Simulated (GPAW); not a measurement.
WS2 (P6_3/mmc): refractive index against wavelength

The refractive index of WS2 (P6_3/mmc) along x below the direct gap (1.74 eV on the mesh) is read from one computed spectrum, n = √(Re ε). x, y and z are the Cartesian axes of the input cell.

Symmetry: P6_3/mmc, No. 194, hexagonal system. The conventional cell has a = 3.180 Å, b = 3.180 Å, c = 12.500 Å, α = 90.00°, β = 90.00°, γ = 120.00°. W on site c has 6 S at 2.41 Å as nearest neighbours. S on site f has 3 W at 2.41 Å as nearest neighbours.

Method: GPAW 26.7.0, PBE, RPA, k-mesh 12×12×3, local fields up to 50 eV, Lorentzian half width 0.12 eV.

Launch of the response step: `OMP_NUM_THREADS=1 python df.py`. The run took 10.4 min, its band step included, on 1 thread of Arm Neoverse V1, with other jobs on the host.

| wavelength (nm) | photon energy E (eV) | n |
| --- | --- | --- |
| 3000 | 0.413 | 3.5371 |
| 2000 | 0.620 | 3.5661 |
| 1550 | 0.800 | 3.6029 |
| 1310 | 0.946 | ? |
| 1064 | 1.165 | 3.7229 |

In the single-oscillator model n² − 1 = E₀E_d/(E₀² − E²), so 1/(n² − 1) = E₀/E_d − E²/(E₀E_d) is linear in E².

Working, on the rows shown:

| x = E² (eV²) | y = 1/(n² − 1) |
| --- | --- |
| 0.170801 | 0.0868728 |
| 0.384302 | 0.0853456 |
| 0.639837 | 0.0834663 |
| 1.35784 | 0.0777606 |

Means: x̄ = 0.6382, ȳ = 0.083361. Σ(x − x̄)(y − ȳ) = -0.006175, Σ(x − x̄)² = 0.8008. Slope = -0.006175 / 0.8008 = -0.007711; intercept = ȳ − slope · x̄ = 0.088283. Turned back into n, the line misses the rows shown by at most 0.0023.

**Question.** What does the fit predict for the withheld row, and how well does it do?

**Answer.** At x = 0.89576 the line gives y = 0.081375, that is 3.6454. The run gave 3.6425, so the interpolation is off by 0.0029, 1.5 % of the range in the table.

Refitted with all rows, the slope is -0.007678 and the intercept 0.088287. These give E₀ = √(intercept/−slope) = 3.39 eV and E_d = E₀/intercept = 38.4 eV; E₀ is 2.0 times the direct gap. The electronic limit at long wavelengths, without lattice vibrations, is n = √(1 + 1/intercept) = 3.511. The cell comes from an older database entry, whose edges can be off by a per cent or so. Excitons are left out; PBE gaps are as a rule too small. The values come from a sum over the points of one k-mesh and carry its error, which grows as the direct gap shrinks. This version of GPAW has incomplete matrix elements in the optical limit, which can lower ε − 1 by up to a tenth where first-row anions or d states rule. Spin-orbit coupling is left out.
